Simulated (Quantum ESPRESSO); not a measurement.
## MnGe: cost and accuracy of cutoff, mesh and threshold together

Aim: see how far moments and order energies of MnGe move with cutoff, mesh and threshold together, and what each rung costs.

Program: Quantum ESPRESSO 7.5. Level of theory: LDA; plane waves with GBRV 1.5 LDA potentials, no spin-orbit coupling (settings of the first rung). Results are calculated unless marked as measured.

**1. The structure**

Symmetry: P2_13, No. 198, cubic system. Conventional cell: a = 4.725 Å, b = 4.725 Å, c = 4.725 Å, α = 90.00°, β = 90.00°, γ = 90.00°. Mn has 7 Ge at 2.41 to 2.65 Å nearest. Nearest to Ge lie 7 Mn at 2.41 to 2.65 Å. Farther neighbours are not listed.

The cell comes from Materials Project 2023-11-01, a database of computed structures, and need not be the stable phase.

**2. Rung 1, start ferro ++++**

The input, pw.in:

```
&CONTROL
  calculation = 'scf'
  prefix = 'pwscf'
  outdir = './tmp'
  pseudo_dir = './pseudo'
  disk_io = 'nowf'
/
&SYSTEM
  ibrav = 0
  celldm(1) = 8
  nat = 8
  ntyp = 2
  ecutwfc = 22
  ecutrho = 154
  nbnd = 79
  occupations = 'smearing'
  smearing = 'fd'
  degauss = 0.00999582
  nspin = 2
  starting_magnetization(1) = 0.2333
  starting_magnetization(2) = 0
/
&ELECTRONS
  conv_thr = 8d-06
  electron_maxstep = 150
  mixing_beta = 0.3
/
ATOMIC_SPECIES
Mn     54.9380 mn_lda_v1.5.uspp.F.UPF
Ge     72.6300 ge_lda_v1.4.uspp.F.UPF
CELL_PARAMETERS alat
   1.1161202151773    0.0000000000000    0.0000000000000
   0.0000000000000    1.1161202151773    0.0000000000000
   0.0000000000000    0.0000000000000    1.1161202151773
ATOMIC_POSITIONS crystal
Mn      0.6371118200    0.1371118200    0.3628881800
Mn      0.1371118200    0.3628881800    0.6371118200
Mn      0.3628881800    0.6371118200    0.1371118200
Mn      0.8628881800    0.8628881800    0.8628881800
Ge      0.3423633700    0.8423633700    0.6576366300
Ge      0.8423633700    0.6576366300    0.3423633700
Ge      0.6576366300    0.3423633700    0.8423633700
Ge      0.1576366300    0.1576366300    0.1576366300
K_POINTS automatic
4 4 4 0 0 0
```

Started as:

```bash
$ OMP_NUM_THREADS=1 mpirun -n 2 pw.x -nk 2 -in pw.in > pw.out
```

Output:

```text
Program PWSCF v.7.5 starts

     Message from routine setup:
     using ibrav=0 with symmetry is DISCOURAGED, use correct ibrav instead

     K-points division:     npool     =       2
     Subspace diagonalization in iterative solution of the eigenvalue problem:

     bravais-lattice index     =            0
     lattice parameter (alat)  =       8.0000  a.u.
     unit-cell volume          =     711.8736 (a.u.)^3
     number of atoms/cell      =            8
     number of atomic types    =            2
     number of electrons       =       116.00
     number of Kohn-Sham states=           79
     kinetic-energy cutoff     =      22.0000  Ry
     charge density cutoff     =     154.0000  Ry
     scf convergence threshold =      8.0E-06
     mixing beta               =       0.3000
     number of iterations used =            8  plain     mixing
     Exchange-correlation=  SLA  PZ   NOGX NOGC
                           (   1   1   0   0   0   0   0)

     celldm(1)=   8.000000  celldm(2)=   0.000000  celldm(3)=   0.000000
     celldm(4)=   0.000000  celldm(5)=   0.000000  celldm(6)=   0.000000

     crystal axes: (cart. coord. in units of alat)
               a(1) = (   1.116120   0.000000   0.000000 )
               a(2) = (   0.000000   1.116120   0.000000 )
               a(3) = (   0.000000   0.000000   1.116120 )

     reciprocal axes: (cart. coord. in units 2 pi/alat)
               b(1) = (  0.895961  0.000000  0.000000 )
               b(2) = (  0.000000  0.895961  0.000000 )
               b(3) = (  0.000000  0.000000  0.895961 )

     PseudoPot. # 1 for Mn read from file:
     mn_lda_v1.5.uspp.F.UPF
     Pseudo is Ultrasoft + core correction, Zval = 15.0

     PseudoPot. # 2 for Ge read from file:
     ge_lda_v1.4.uspp.F.UPF
     Pseudo is Ultrasoft + core correction, Zval = 14.0

     atomic species   valence    mass     pseudopotential
     Mn               15.00    54.93800     Mn( 1.00)
     Ge               14.00    72.63000     Ge( 1.00)

     Starting magnetic structure
     atomic species   magnetization
     Mn              0.233
     Ge              0.000

     12 Sym. Ops. (no inversion) found ( 9 have fractional translation)

   Cartesian axes

     site n.     atom                  positions (alat units)
         1        Mn     tau(   1) = (   0.7110934   0.1530333   0.4050268  )
         2        Mn     tau(   2) = (   0.1530333   0.4050268   0.7110934  )
         3        Mn     tau(   3) = (   0.4050268   0.7110934   0.1530333  )
         4        Mn     tau(   4) = (   0.9630869   0.9630869   0.9630869  )
         5        Ge     tau(   5) = (   0.3821187   0.9401788   0.7340015  )
         6        Ge     tau(   6) = (   0.9401788   0.7340015   0.3821187  )
         7        Ge     tau(   7) = (   0.7340015   0.3821187   0.9401788  )
         8        Ge     tau(   8) = (   0.1759414   0.1759414   0.1759414  )

     number of k points=    11  Fermi-Dirac smearing, width (Ry)=  0.0100
                       cart. coord. in units 2pi/alat
        k(    1) = (   0.0000000   0.0000000   0.0000000), wk =   0.0156250
        k(    2) = (   0.0000000   0.0000000   0.2239902), wk =   0.0937500
        k(    3) = (   0.0000000   0.0000000  -0.4479804), wk =   0.0468750
        k(    4) = (   0.0000000   0.2239902   0.2239902), wk =   0.1875000
        k(    5) = (   0.0000000   0.2239902  -0.4479804), wk =   0.0937500
        [... 6 further k-points ...]

     Dense  grid:    22983 G-vectors     FFT dimensions: (  36,  36,  36)

     Smooth grid:     9843 G-vectors     FFT dimensions: (  30,  30,  30)

     Check: negative core charge=   -0.000055
     Generating pointlists ...
     new r_m :   0.2350 (alat units)  1.8803 (a.u.) for type    1
     new r_m :   0.2350 (alat units)  1.8803 (a.u.) for type    2

     Initial potential from superposition of free atoms

     starting charge     113.9969, renormalised to     116.0000
     Starting wfcs are   88 randomized atomic wfcs

     Self-consistent Calculation

     iteration #  1     ecut=    22.00 Ry     beta= 0.30
     Davidson diagonalization with overlap
     ethr =  1.00E-02,  avg # of iterations =  3.5

     total energy              =   -1692.80785070 Ry
     estimated scf accuracy    <       4.25287091 Ry

     total magnetization       =     8.06 Bohr mag/cell
     absolute magnetization    =     9.26 Bohr mag/cell

     iteration #  2     ecut=    22.00 Ry     beta= 0.30
     Davidson diagonalization with overlap
     ethr =  3.67E-03,  avg # of iterations =  2.0

     total energy              =   -1693.24296608 Ry
     estimated scf accuracy    <       1.66121206 Ry

     total magnetization       =     8.60 Bohr mag/cell
     absolute magnetization    =     9.91 Bohr mag/cell

     [... further iterations left out ...]

     iteration #  9     ecut=    22.00 Ry     beta= 0.30
     Davidson diagonalization with overlap
     ethr =  2.82E-07,  avg # of iterations =  2.0

     total energy              =   -1693.45856643 Ry
     estimated scf accuracy    <       0.00008387 Ry

     total magnetization       =     7.53 Bohr mag/cell
     absolute magnetization    =     8.67 Bohr mag/cell

     iteration # 10     ecut=    22.00 Ry     beta= 0.30
     Davidson diagonalization with overlap
     ethr =  7.23E-08,  avg # of iterations =  2.0

     Magnetic moment per site  (integrated on atomic sphere of radius R)
     atom   1 (R=0.235)  charge= 13.2354  magn=  1.9478
     atom   2 (R=0.235)  charge= 13.2354  magn=  1.9478
     atom   3 (R=0.235)  charge= 13.2354  magn=  1.9478
     atom   4 (R=0.235)  charge= 13.2354  magn=  1.9478
     atom   5 (R=0.235)  charge= 11.8266  magn= -0.0798
     atom   6 (R=0.235)  charge= 11.8266  magn= -0.0798
     atom   7 (R=0.235)  charge= 11.8266  magn= -0.0798
     atom   8 (R=0.235)  charge= 11.8266  magn= -0.0798

     End of self-consistent calculation

     [... lines left out ...]
     the Fermi energy is    15.9091 ev

!    total energy              =   -1693.45858238 Ry
     estimated scf accuracy    <       0.00000697 Ry
     smearing contrib. (-TS)   =      -0.02383901 Ry
     internal energy E=F+TS    =   -1693.43474337 Ry

     The total energy is F=E-TS. E is the sum of the following terms:
     one-electron contribution =    -744.28046833 Ry
     hartree contribution      =     466.45436253 Ry
     xc contribution           =    -333.02008703 Ry
     ewald contribution        =   -1082.58855054 Ry

     total magnetization       =     7.53 Bohr mag/cell
     absolute magnetization    =     8.66 Bohr mag/cell

     convergence has been achieved in  10 iterations

=------------------------------------------------------------------------------=
   JOB DONE.
=------------------------------------------------------------------------------=
```

Wall time 42 s (2 MPI ranks of Arm Neoverse N1, shared host); peak memory 0.22 GiB.

Spin moment in the atom's sphere by atom:

```csv
atom,spin moment in the atom's sphere (μB)
Mn1,1.95
Mn2,1.95
Mn3,1.95
Mn4,1.95
Ge5,-0.08
Ge6,-0.08
Ge7,-0.08
Ge8,-0.08
```

Read from the output:

```yaml
magnetization: 7.532 μB
final_state: ferromagnetic
```

**3. Rung 1, start antiferro ++--**

Changes to pw.in since step 2:

```diff
@@ -11,6 +11,6 @@
   nat = 8
-  ntyp = 2
+  ntyp = 3
   ecutwfc = 22
   ecutrho = 154
-  nbnd = 79
+  nbnd = 72
   occupations = 'smearing'
@@ -20,3 +20,4 @@
   starting_magnetization(1) = 0.2333
-  starting_magnetization(2) = 0
+  starting_magnetization(2) = -0.2333
+  starting_magnetization(3) = 0
 /
@@ -28,3 +29,4 @@
 ATOMIC_SPECIES
-Mn     54.9380 mn_lda_v1.5.uspp.F.UPF
+Mn1    54.9380 mn_lda_v1.5.uspp.F.UPF
+Mn2    54.9380 mn_lda_v1.5.uspp.F.UPF
 Ge     72.6300 ge_lda_v1.4.uspp.F.UPF
@@ -35,6 +37,6 @@
 ATOMIC_POSITIONS crystal
-Mn      0.6371118200    0.1371118200    0.3628881800
-Mn      0.1371118200    0.3628881800    0.6371118200
-Mn      0.3628881800    0.6371118200    0.1371118200
-Mn      0.8628881800    0.8628881800    0.8628881800
+Mn1     0.6371118200    0.1371118200    0.3628881800
+Mn1     0.1371118200    0.3628881800    0.6371118200
+Mn2     0.3628881800    0.6371118200    0.1371118200
+Mn2     0.8628881800    0.8628881800    0.8628881800
 Ge      0.3423633700    0.8423633700    0.6576366300
```

Output:

```text
     [... lines left out ...]
Program PWSCF v.7.5 starts
     [... lines left out ...]
     number of atoms/cell      =            8
     [... lines left out ...]
     number of electrons       =       116.00
     number of Kohn-Sham states=           72
     kinetic-energy cutoff     =      22.0000  Ry
     charge density cutoff     =     154.0000  Ry
     scf convergence threshold =      8.0E-06
     [... lines left out ...]
      2 Sym. Ops. (no inversion) found ( 1 have fractional translation)
     [... lines left out ...]
     number of k points=    30  Fermi-Dirac smearing, width (Ry)=  0.0100
     [... lines left out ...]
     iteration # 12     ecut=    22.00 Ry     beta= 0.30
     [... lines left out ...]
     Magnetic moment per site  (integrated on atomic sphere of radius R)
     atom   1 (R=0.235)  charge= 13.2360  magn=  1.5345
     atom   2 (R=0.235)  charge= 13.2360  magn=  1.5345
     atom   3 (R=0.235)  charge= 13.2350  magn= -1.5348
     atom   4 (R=0.235)  charge= 13.2350  magn= -1.5348
     atom   5 (R=0.235)  charge= 11.8263  magn=  0.0022
     atom   6 (R=0.235)  charge= 11.8263  magn=  0.0022
     atom   7 (R=0.235)  charge= 11.8263  magn= -0.0022
     atom   8 (R=0.235)  charge= 11.8263  magn= -0.0022
     [... lines left out ...]
     the Fermi energy is    15.9061 ev
!    total energy              =   -1693.43060798 Ry
     estimated scf accuracy    <       0.00000268 Ry
     smearing contrib. (-TS)   =      -0.04139741 Ry
     [... lines left out ...]
     total magnetization       =    -0.00 Bohr mag/cell
     absolute magnetization    =     6.77 Bohr mag/cell
     convergence has been achieved in  12 iterations
```

Wall time 1.9 min (2 MPI ranks); peak memory 0.28 GiB.

Spin moment in the atom's sphere by atom:

| atom | spin moment in the atom's sphere (μB) |
| --- | --- |
| Mn1 | 1.53 |
| Mn2 | 1.53 |
| Mn3 | -1.53 |
| Mn4 | -1.53 |
| Ge5 | 0.00 |
| Ge6 | 0.00 |
| Ge7 | 0.00 |
| Ge8 | 0.00 |

Numbers from this step:

| Quantity | Value |
| --- | --- |
| magnetization | 0 μB |
| final state | antiferromagnetic |

**4. Rung 2, start ferro ++++**

The input, pw.in:

```
&CONTROL
  calculation = 'scf'
  prefix = 'pwscf'
  outdir = './tmp'
  pseudo_dir = './pseudo'
  disk_io = 'nowf'
/
&SYSTEM
  ibrav = 0
  celldm(1) = 8
  nat = 8
  ntyp = 2
  ecutwfc = 30
  ecutrho = 210
  nbnd = 79
  occupations = 'smearing'
  smearing = 'fd'
  degauss = 0.00999582
  nspin = 2
  starting_magnetization(1) = 0.2333
  starting_magnetization(2) = 0
/
&ELECTRONS
  conv_thr = 8d-07
  electron_maxstep = 150
  mixing_beta = 0.3
/
ATOMIC_SPECIES
Mn     54.9380 mn_lda_v1.5.uspp.F.UPF
Ge     72.6300 ge_lda_v1.4.uspp.F.UPF
CELL_PARAMETERS alat
   1.1161202151773    0.0000000000000    0.0000000000000
   0.0000000000000    1.1161202151773    0.0000000000000
   0.0000000000000    0.0000000000000    1.1161202151773
ATOMIC_POSITIONS crystal
Mn      0.6371118200    0.1371118200    0.3628881800
Mn      0.1371118200    0.3628881800    0.6371118200
Mn      0.3628881800    0.6371118200    0.1371118200
Mn      0.8628881800    0.8628881800    0.8628881800
Ge      0.3423633700    0.8423633700    0.6576366300
Ge      0.8423633700    0.6576366300    0.3423633700
Ge      0.6576366300    0.3423633700    0.8423633700
Ge      0.1576366300    0.1576366300    0.1576366300
K_POINTS automatic
4 4 4 0 0 0
```

Output:

```text
     [... lines left out ...]
Program PWSCF v.7.5 starts
     [... lines left out ...]
     number of atoms/cell      =            8
     [... lines left out ...]
     number of electrons       =       116.00
     number of Kohn-Sham states=           79
     kinetic-energy cutoff     =      30.0000  Ry
     charge density cutoff     =     210.0000  Ry
     scf convergence threshold =      8.0E-07
     [... lines left out ...]
     12 Sym. Ops. (no inversion) found ( 9 have fractional translation)
     [... lines left out ...]
     number of k points=    11  Fermi-Dirac smearing, width (Ry)=  0.0100
     [... lines left out ...]
     iteration # 11     ecut=    30.00 Ry     beta= 0.30
     [... lines left out ...]
     Magnetic moment per site  (integrated on atomic sphere of radius R)
     atom   1 (R=0.235)  charge= 13.1941  magn=  1.6528
     atom   2 (R=0.235)  charge= 13.1941  magn=  1.6528
     atom   3 (R=0.235)  charge= 13.1941  magn=  1.6528
     atom   4 (R=0.235)  charge= 13.1941  magn=  1.6528
     atom   5 (R=0.235)  charge= 11.8026  magn= -0.0676
     atom   6 (R=0.235)  charge= 11.8026  magn= -0.0676
     atom   7 (R=0.235)  charge= 11.8026  magn= -0.0676
     atom   8 (R=0.235)  charge= 11.8026  magn= -0.0676
     [... lines left out ...]
     the Fermi energy is    15.9830 ev
!    total energy              =   -1697.05981389 Ry
     estimated scf accuracy    <       0.00000034 Ry
     smearing contrib. (-TS)   =      -0.03034370 Ry
     [... lines left out ...]
     total magnetization       =     6.41 Bohr mag/cell
     absolute magnetization    =     7.41 Bohr mag/cell
     convergence has been achieved in  11 iterations
```

Run time: 58 s. Hardware: 2 MPI ranks; peak memory 0.31 GiB; 1.9 min of CPU time.

Numbers from this step:

* magnetization: 6.412 μB
* final state: ferromagnetic
* largest moment: 1.653 μB

**5. Rung 2, start antiferro ++--**

Changes to pw.in since step 4:

```diff
@@ -11,6 +11,6 @@
   nat = 8
-  ntyp = 2
+  ntyp = 3
   ecutwfc = 30
   ecutrho = 210
-  nbnd = 79
+  nbnd = 72
   occupations = 'smearing'
@@ -20,3 +20,4 @@
   starting_magnetization(1) = 0.2333
-  starting_magnetization(2) = 0
+  starting_magnetization(2) = -0.2333
+  starting_magnetization(3) = 0
 /
@@ -28,3 +29,4 @@
 ATOMIC_SPECIES
-Mn     54.9380 mn_lda_v1.5.uspp.F.UPF
+Mn1    54.9380 mn_lda_v1.5.uspp.F.UPF
+Mn2    54.9380 mn_lda_v1.5.uspp.F.UPF
 Ge     72.6300 ge_lda_v1.4.uspp.F.UPF
@@ -35,6 +37,6 @@
 ATOMIC_POSITIONS crystal
-Mn      0.6371118200    0.1371118200    0.3628881800
-Mn      0.1371118200    0.3628881800    0.6371118200
-Mn      0.3628881800    0.6371118200    0.1371118200
-Mn      0.8628881800    0.8628881800    0.8628881800
+Mn1     0.6371118200    0.1371118200    0.3628881800
+Mn1     0.1371118200    0.3628881800    0.6371118200
+Mn2     0.3628881800    0.6371118200    0.1371118200
+Mn2     0.8628881800    0.8628881800    0.8628881800
 Ge      0.3423633700    0.8423633700    0.6576366300
```

Output:

```text
     [... lines left out ...]
Program PWSCF v.7.5 starts
     [... lines left out ...]
     number of atoms/cell      =            8
     [... lines left out ...]
     number of electrons       =       116.00
     number of Kohn-Sham states=           72
     kinetic-energy cutoff     =      30.0000  Ry
     charge density cutoff     =     210.0000  Ry
     scf convergence threshold =      8.0E-07
     [... lines left out ...]
      2 Sym. Ops. (no inversion) found ( 1 have fractional translation)
     [... lines left out ...]
     number of k points=    30  Fermi-Dirac smearing, width (Ry)=  0.0100
     [... lines left out ...]
     iteration # 15     ecut=    30.00 Ry     beta= 0.30
     [... lines left out ...]
     Magnetic moment per site  (integrated on atomic sphere of radius R)
     atom   1 (R=0.235)  charge= 13.1948  magn=  1.1172
     atom   2 (R=0.235)  charge= 13.1948  magn=  1.1172
     atom   3 (R=0.235)  charge= 13.1951  magn= -1.1181
     atom   4 (R=0.235)  charge= 13.1951  magn= -1.1181
     atom   5 (R=0.235)  charge= 11.7997  magn=  0.0005
     atom   6 (R=0.235)  charge= 11.7997  magn=  0.0005
     atom   7 (R=0.235)  charge= 11.8001  magn= -0.0004
     atom   8 (R=0.235)  charge= 11.8001  magn= -0.0004
     [... lines left out ...]
     the Fermi energy is    15.9327 ev
!    total energy              =   -1697.04514717 Ry
     estimated scf accuracy    <       0.00000005 Ry
     smearing contrib. (-TS)   =      -0.04103243 Ry
     [... lines left out ...]
     total magnetization       =    -0.00 Bohr mag/cell
     absolute magnetization    =     4.96 Bohr mag/cell
     convergence has been achieved in  15 iterations
```

It took 3 min on 2 MPI ranks; peak memory 0.39 GiB; 5.9 min of CPU time.

Read from the output:

* magnetization: 0 μB
* final state: antiferromagnetic
* largest moment: 1.118 μB

**6. Rung 3, start ferro ++++**

The input, pw.in:

```
&CONTROL
  calculation = 'scf'
  prefix = 'pwscf'
  outdir = './tmp'
  pseudo_dir = './pseudo'
  disk_io = 'nowf'
/
&SYSTEM
  ibrav = 0
  celldm(1) = 8
  nat = 8
  ntyp = 2
  ecutwfc = 40
  ecutrho = 280
  nbnd = 79
  occupations = 'smearing'
  smearing = 'fd'
  degauss = 0.00999582
  nspin = 2
  starting_magnetization(1) = 0.2333
  starting_magnetization(2) = 0
/
&ELECTRONS
  conv_thr = 1.6d-08
  electron_maxstep = 150
  mixing_beta = 0.3
/
ATOMIC_SPECIES
Mn     54.9380 mn_lda_v1.5.uspp.F.UPF
Ge     72.6300 ge_lda_v1.4.uspp.F.UPF
CELL_PARAMETERS alat
   1.1161202151773    0.0000000000000    0.0000000000000
   0.0000000000000    1.1161202151773    0.0000000000000
   0.0000000000000    0.0000000000000    1.1161202151773
ATOMIC_POSITIONS crystal
Mn      0.6371118200    0.1371118200    0.3628881800
Mn      0.1371118200    0.3628881800    0.6371118200
Mn      0.3628881800    0.6371118200    0.1371118200
Mn      0.8628881800    0.8628881800    0.8628881800
Ge      0.3423633700    0.8423633700    0.6576366300
Ge      0.8423633700    0.6576366300    0.3423633700
Ge      0.6576366300    0.3423633700    0.8423633700
Ge      0.1576366300    0.1576366300    0.1576366300
K_POINTS automatic
6 6 6 0 0 0
```

Output:

```text
     [... lines left out ...]
Program PWSCF v.7.5 starts
     [... lines left out ...]
     number of atoms/cell      =            8
     [... lines left out ...]
     number of electrons       =       116.00
     number of Kohn-Sham states=           79
     kinetic-energy cutoff     =      40.0000  Ry
     charge density cutoff     =     280.0000  Ry
     scf convergence threshold =      1.6E-08
     [... lines left out ...]
     12 Sym. Ops. (no inversion) found ( 9 have fractional translation)
     [... lines left out ...]
     number of k points=    24  Fermi-Dirac smearing, width (Ry)=  0.0100
     [... lines left out ...]
     iteration # 14     ecut=    40.00 Ry     beta= 0.30
     [... lines left out ...]
     Magnetic moment per site  (integrated on atomic sphere of radius R)
     atom   1 (R=0.235)  charge= 13.1935  magn=  1.6235
     atom   2 (R=0.235)  charge= 13.1935  magn=  1.6235
     atom   3 (R=0.235)  charge= 13.1935  magn=  1.6235
     atom   4 (R=0.235)  charge= 13.1935  magn=  1.6235
     atom   5 (R=0.235)  charge= 11.8025  magn= -0.0660
     atom   6 (R=0.235)  charge= 11.8025  magn= -0.0660
     atom   7 (R=0.235)  charge= 11.8025  magn= -0.0660
     atom   8 (R=0.235)  charge= 11.8025  magn= -0.0660
     [... lines left out ...]
     the Fermi energy is    15.9916 ev
!    total energy              =   -1697.20776142 Ry
     estimated scf accuracy    <          6.4E-09 Ry
     smearing contrib. (-TS)   =      -0.03107264 Ry
     [... lines left out ...]
     total magnetization       =     6.30 Bohr mag/cell
     absolute magnetization    =     7.27 Bohr mag/cell
     convergence has been achieved in  14 iterations
```

It took 4.5 min on 2 MPI ranks; peak memory 0.53 GiB.

Numbers from this step:

```yaml
magnetization: 6.303 μB
final_state: ferromagnetic
largest_moment: 1.624 μB
```

(Part 1 of 2 ends here.)

[Logs and program files are shortened in this print: banners, set-up blocks, solver, clock and traceback lines can be left out without a mark of their own.]

[Logs are printed without paths, hosts, clocks, repeated set-up lines and the standing remarks that a program may print on its own settings, such as how far it seeks lower states.]

[Hosts, paths, dates, database ids (printed as entryN), source tags and the programs' standing remarks are cut or masked in the printed files.]

[Where a cell is said to come from a database of computed structures, the database is the Materials Project.]
